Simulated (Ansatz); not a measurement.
# (BP)2(AlN)1 [001] superlattice, started as zinc blende: a soft mode frozen in, part 3 of 3

Aim: this structure of (BP)2(AlN)1 [001] superlattice, started as zinc blende is to be tested for unstable modes, and one is followed downhill.

Ansatz 0.2.0; DFT PBEsol, scalar-relativistic, plane waves, PAW.

So far. Step 4 (The mode frozen in, largest atomic shift 0.08 Å): The run ends at a pressure of 0.65 GPa, with forces up to 0.18 eV/Å. Step 5 (Energy along the mode, all amplitudes (two of the runs …): The lowest of the steps tried is at 0.08 Å, 0.875 meV/atom below the parent; the bottom of the well need not coincide with a step.

The structure was built from a prototype and need not be the compound's stable phase.

## 7. The new phase in its own primitive cell

The relaxed structure is symmetrised, reduced to its primitive cell and relaxed tightly, as its phonons need.

input.yaml

```yaml
crystal:
  lattice:
    - [7.2362187028, -1.6011004201, 0.0]
    - [7.2362187028, 1.6011004201, 0.0]
    - [-0.0133650436, 0.0, 3.4704821079]
  atoms:
    - { symbol: Al, position: [0.3459735999, 0.3459735999, 0.2116038906] }
    - { symbol: B, position: [0.0076635427, 0.0076635427, 0.2080619106] }
    - { symbol: B, position: [0.6614619736, 0.6614619736, 0.7084612216] }
    - { symbol: "N", position: [0.9121003621, 0.9121003621, 0.2114594236] }
    - { symbol: P, position: [0.5846775098, 0.5846775098, 0.2069853475] }
    - { symbol: P, position: [0.2381230119, 0.2381230119, 0.7098796854] }
kpoints:
  mp_grid: { grid: [10, 10, 8] }
hamiltonian:
  xc: pbesol
scf:
  occupations: { method: fixed }
output:
  forces: true
  stress: true
  eigenvalues: true
relax:
  adjacent_minimum: "off"
  f_tol: 0.001
  max_steps: 60
  cell: { stress_tol: 0.01 }
```

Run with:

```bash
> ansatz run input.yaml --threads 8 --pin off --max-ram 14336MiB --backend cpu --events-out ev --progress --plain --runs-dir out
```

Numbers of over 12 decimals in the logs are rounded to 6 here.

Log:

```text
[...]
- [7.236825, -1.601066, 0.013663]
    - [7.236825, 1.601066, 0.013663]
    - [-0.00681318, 0.0, 3.470140]
  atoms:
    - { symbol: Al, position: [0.345992, 0.345992, 0.209448] }
    - { symbol: B, position: [0.00767264, 0.00767264, 0.209385] }
    - { symbol: B, position: [0.661448, 0.661448, 0.709394] }
    - { symbol: N, position: [0.912103, 0.912103, 0.209443] }
    - { symbol: P, position: [0.584672, 0.584672, 0.209366] }
    - { symbol: P, position: [0.238113, 0.238113, 0.709416] }
[key lines of the parts left out:]
SCF converged after 7 iterations
Free energy (F): -2691.272051 eV
Fermi energy:    7.303721 eV
P = ⅓ Tr σ = -0.0005 GPa (-0.005 kbar)
```

It took 37 s on 8 threads of Intel Xeon Platinum 8488C (Sapphire Rapids), shared host; peak memory 0.74 GiB; 4.7 min of CPU time.

Relaxation path:

```
step  energy less that of the first step (eV)  largest force component (eV/Å)  pressure (GPa)  volume (Å³)
   1                                   0.0000                          0.0056            0.00        80.42
   2                                   0.0000                          0.0042            0.00        80.41
   3                                   0.0000                          0.0028            0.00        80.42
   4                                   0.0000                          0.0010            0.00        80.41
   5                                   0.0020                          0.3228            0.03        80.45
   6                                   0.0000                          0.0001            0.00        80.41
  7*                                   0.0000                          0.0002            0.00        80.41
   8                                   0.0000                          0.0016            0.00        80.41
   9                                   0.0000                          0.0018            0.00        80.42
  10                                   0.0000                          0.0001            0.00        80.41
 11*                                   0.0000                          0.0001            0.00        80.41
```

Relaxation steps marked * repeat the geometry before them on a plane-wave basis chosen anew for their cell, so energy and pressure can jump there. Relaxation step 5 was tried and not accepted.

Forces are held to the 2 operations that the run works with; a distortion that breaks them can't arise in this run.

```
     cell as run  before  after  change
           a (Å)   7.411  7.412  +0.0 %
           b (Å)   7.411  7.412  +0.0 %
           c (Å)   3.471  3.470  -0.0 %
           α (°)   90.22  90.00  -0.2 %
           β (°)   90.22  90.00  -0.2 %
volume (Å³/atom)   13.40  13.40  -0.0 %
```

The relaxed structure:

```xyz
6
Lattice="7.2368 -1.6011 0.0137 7.2368 1.6011 0.0137 -0.0068 0.0000 3.4701" Properties=species:S:1:pos:R:3 pbc="T T T"
Al    5.0063    0.0000    0.7363
B     0.1096    0.0000    0.7268
B     9.5687    0.0000    2.4798
N    13.2000    0.0000    0.7517
P     8.4609    0.0000    0.7425
P     3.4415    0.0000    2.4683
```

This step gave:

* pressure: -4.73e-4 GPa
* gap on the k-mesh: 0.2043 eV
* direct gap on mesh: 0.7428 eV

The largest force component left is 0.070 meV/Å and the pressure is 0.000 GPa, within the tolerances set. The cell now holds 13.40 Å³/atom.

## 8. Modes of the new phase, k-mesh 10×10×8, occupations fixed

A relaxed structure may still be a saddle point, so its zone-centre modes are computed. No field response is asked.

input.yaml

```yaml
crystal:
  lattice:
    - [7.2368249471, -1.6010659534, 0.0136634624]
    - [7.2368249471, 1.6010659534, 0.0136634624]
    - [-0.0068131826, 0.0, 3.4701398123]
  atoms:
    - { symbol: Al, position: [0.3459918833, 0.3459918833, 0.2094478309] }
    - { symbol: B, position: [0.0076726413, 0.0076726413, 0.2093849775] }
    - { symbol: B, position: [0.6614479728, 0.6614479728, 0.7093936267] }
    - { symbol: "N", position: [0.9121029749, 0.9121029749, 0.2094428971] }
    - { symbol: P, position: [0.5846715116, 0.5846715116, 0.2093656981] }
    - { symbol: P, position: [0.2381130161, 0.2381130161, 0.7094164491] }
kpoints:
  mp_grid: { grid: [10, 10, 8] }
hamiltonian:
  xc: pbesol
scf:
  occupations: { method: fixed }
output:
  eigenvalues: true
phonons:
  method: dfpt
```

Log:

```text
zone centre: on kpoints.mp_grid the ground state, and the responses unless they are solved on pairs of k-points, stand on 227 of the mesh's 800 k-points, reduced under 2 symmetry operations, with k and −k counted as one. Each operation leaves every solved displacement unchanged or reverses it
[...]
Crystal: 6 atoms, lattice volume = 80.415 Å³
Basis set: ecut = 420 eV, 1587 PW (Γ), exchange–correlation on 100×100×48 points (8 copies of the dense FFT grid, shifted against one another)
Bands: 18, of which v1, the nominal top of the filled ones, is band 12 counted from 1 (11 counted from 0)
Symmetry: 2 space group operations
k-points: 227 of 800 (time reversal used)
[...]
SCF iter   1: F=—  HF=-2691.281296 eV  |F-HF|=—  |Δ(HF+E_count)|=         —  Δρ=6.46e-3  dr2=4.09e-2  ethr=1.77e-3  ⟨swp⟩=5.5  Hψ=22107  notcnv=0  defer=657
[...]
SCF iter  10: F=-2691.272051 eV  HF=-2691.272051 eV  |F-HF|=2.59e-11  |Δ(HF+E_count)|=  8.23e-10  Δρ=2.23e-7  dr2=2.17e-11  ethr=1.00e-12  ⟨swp⟩=16.2  Hψ=35056  notcnv=0
SCF 1 converged in 10 iterations: F = -2691.272051 eV  dr2 = 2.17e-11
[...]
DFPT response loops at Γ: preconditioner auto → Resta (q_TF=auto, 2.230 Å⁻¹)  ε∞=17.1 (no band partly filled); β = 1.00, the filter's whole step (`scf.mixing.beta` (0.50) is not read by the response loops at its default; to damp them type it under 1.00, their step now; it binds the ground state too); Broyden in place of MSR1
SCF converged after 10 iterations
Free energy (F): -2691.272051 eV
[...]
Internal energy: -2691.272051 eV  (E = F + TS)
E sigma→0 (E₀):  -2691.272051 eV
Fermi energy:    7.303722 eV
[...]
--- Band table (eV; the first three rows and the last of 227) ---
  k-point 0: bands = [... 8 lower, 4.4980, 5.5725, 6.4869, 6.5404, 7.6922, 9.4023, 10.4433, 10.8199, ... 2 higher]
  k-point 1: bands = [... 8 lower, 4.2999, 5.3623, 5.9811, 6.5126, 8.6608, 9.6559, 10.2289, 10.8832, ... 2 higher]
  k-point 2: bands = [... 8 lower, 4.3666, 4.5701, 5.7991, 6.4055, 9.2391, 9.8213, 10.5104, 11.6669, ... 2 higher]
  k-point 226: bands = [... 8 lower, 3.7004, 4.9157, 5.1731, 6.0484, 9.5442, 10.5523, 11.1343, 11.1465, ... 2 higher]
[...]
k mesh reduced under 2 symmetry operations, with k and −k counted as one. Each operation leaves every solved displacement unchanged or reverses it
  ASR residual: 9.322e-5 → 0.000e0 eV/Å²; symmetrization residual: 1.327e-6 eV/Å²
  ASR residual per site (eV/Å²): 4.11e-5 6.70e-5 3.03e-5 7.12e-5 9.32e-5 8.39e-5
[...]
```

Wall time 59 s (8 threads); peak memory 1.6 GiB.

This step gave:

```
sum-rule residual before enforcement                    : 9.32e-5 eV/Å²
point group                                             : m
highest optical mode at the zone centre (no LO-TO term) : 1372 cm⁻¹
lowest optical zone-centre mode                         : 140.7 cm⁻¹
```

Patterns of degenerate modes are one choice out of their space. The modes at Γ (shares of kinetic energy by element, %):

```
mode  frequency (cm⁻¹)  symmetry  Al %  B %  N %  P %
   1               0.0  acoustic    22   17   11   50
   2               0.0  acoustic    22   17   11   50
   3               0.0  acoustic    22   17   11   50
   4             140.7        A'    26   11    3   60
   5             212.4       A''    42    9   17   31
   6             242.8        A'     1    9   71   19
   7             248.3       A''     6   22    2   71
   8             412.0        A'     1   10    7   81
   9             431.8        A'    45   14    6   35
  10             445.2        A'     5   81    4   11
  11             450.8        A'    56    7    5   32
  12             583.6        A'     1   69    5   25
  13             645.2        A'    21   24   37   19
  14             716.7       A''    16   41   28   15
  15             723.2        A'     0   82    0   18
  16             745.5       A''    11   46   29   14
  17             819.5       A''     3   64   13   19
  18            1371.7        A'     0   60   40    0
```

Displacements in mode 4 (140.7 cm⁻¹), the largest set to 1:
```
Al1  0.00  0.00 -0.80
B2   0.00  0.00  0.55
B3   0.00  0.00  0.59
N4   0.00  0.00 -0.36
P5   0.00  0.00  1.00
P6   0.00  0.00 -0.54
```

Displacements in mode 17 (819.5 cm⁻¹), the largest set to 1:
```
Al1  0.00  0.18  0.00
B2   0.00  1.00  0.00
B3   0.00  0.68  0.00
N4   0.00 -0.48  0.00
P5   0.00 -0.35  0.00
P6   0.00 -0.17  0.00
```

Before it was imposed, the acoustic sum rule was missed by 9.3e-5 eV/Å². Small misses are needed for a sound result but don't prove that mesh and cutoff are converged. The lowest optical mode is real, 141 cm⁻¹.

## 9. The phases reached

The phases reached along the modes that were followed are set side by side.

Energies are those of the first relaxation, on the mesh of the frozen mode; space group, volume and gap are those of the last relaxation. Phases, by row:

```
          mode frozen in  space group  energy from parent (meV/atom)  volume (Å³/atom)  gap on mesh (eV)  lowest zone-centre optical mode (cm⁻¹)  largest shift (Å)
                  parent         Imm2                              0             11.49                 0                                       –                  –
q = (0, 0, 0), 179i cm⁻¹         Amm2                         -100.3              13.4             0.204                                   140.7              0.818
```

## 10. What came out

| Item | Value |
| --- | --- |
| unstable mode of the parent | q = (0, 0, 0), 179i cm⁻¹ |
| depth at the lowest point sampled | 0.875 meV/atom |
| largest atomic shift at that point | 0.08 Å |
| space group reached (within 0.01 Å) | Amm2 |
| energy gained over the parent (first relaxation, on the mesh of the frozen mode) | 100 meV/atom |
| volume per atom, phase reached | 13.4 Å³ |
| gap on the k-mesh, phase reached | 0.204 eV |
| lowest optical zone-centre mode, phase reached | 141 cm⁻¹ |
| highest optical mode at the zone centre (no LO-TO term), phase reached | 1372 cm⁻¹ |

Along this mode the structure falls into Amm2, 100 meV/atom below the parent. At the parent's cell the well is 0.875 meV/atom deep on the steps tried, with its lowest point at a shift of 0.08 Å. Relaxing atoms and cell changes the gain by +99.47 meV/atom against the lowest step (energies at zero smearing). Most of the total comes from this relaxation. The new phase has no imaginary mode at the zone centre of its cell; other wavevectors were not checked. How so shallow a well moves with the k mesh was not tested. Each path keeps the symmetry of its pattern, so a lower phase may lie along a pattern not tried. With no gap, or one that is small against the smearing, the frequencies hang on the k mesh and the smearing, most of all near Kohn anomalies. The starting cell was built on a prototype and not taken from a measurement, so the phase need not exist.

[Logs are printed without paths, hosts, clocks, repeated set-up lines and the standing remarks that a program may print on its own settings, such as how far it seeks lower states.]

[Hosts, paths, dates, database ids (printed as entryN), source tags and the programs' standing remarks are cut or masked in the printed files.]
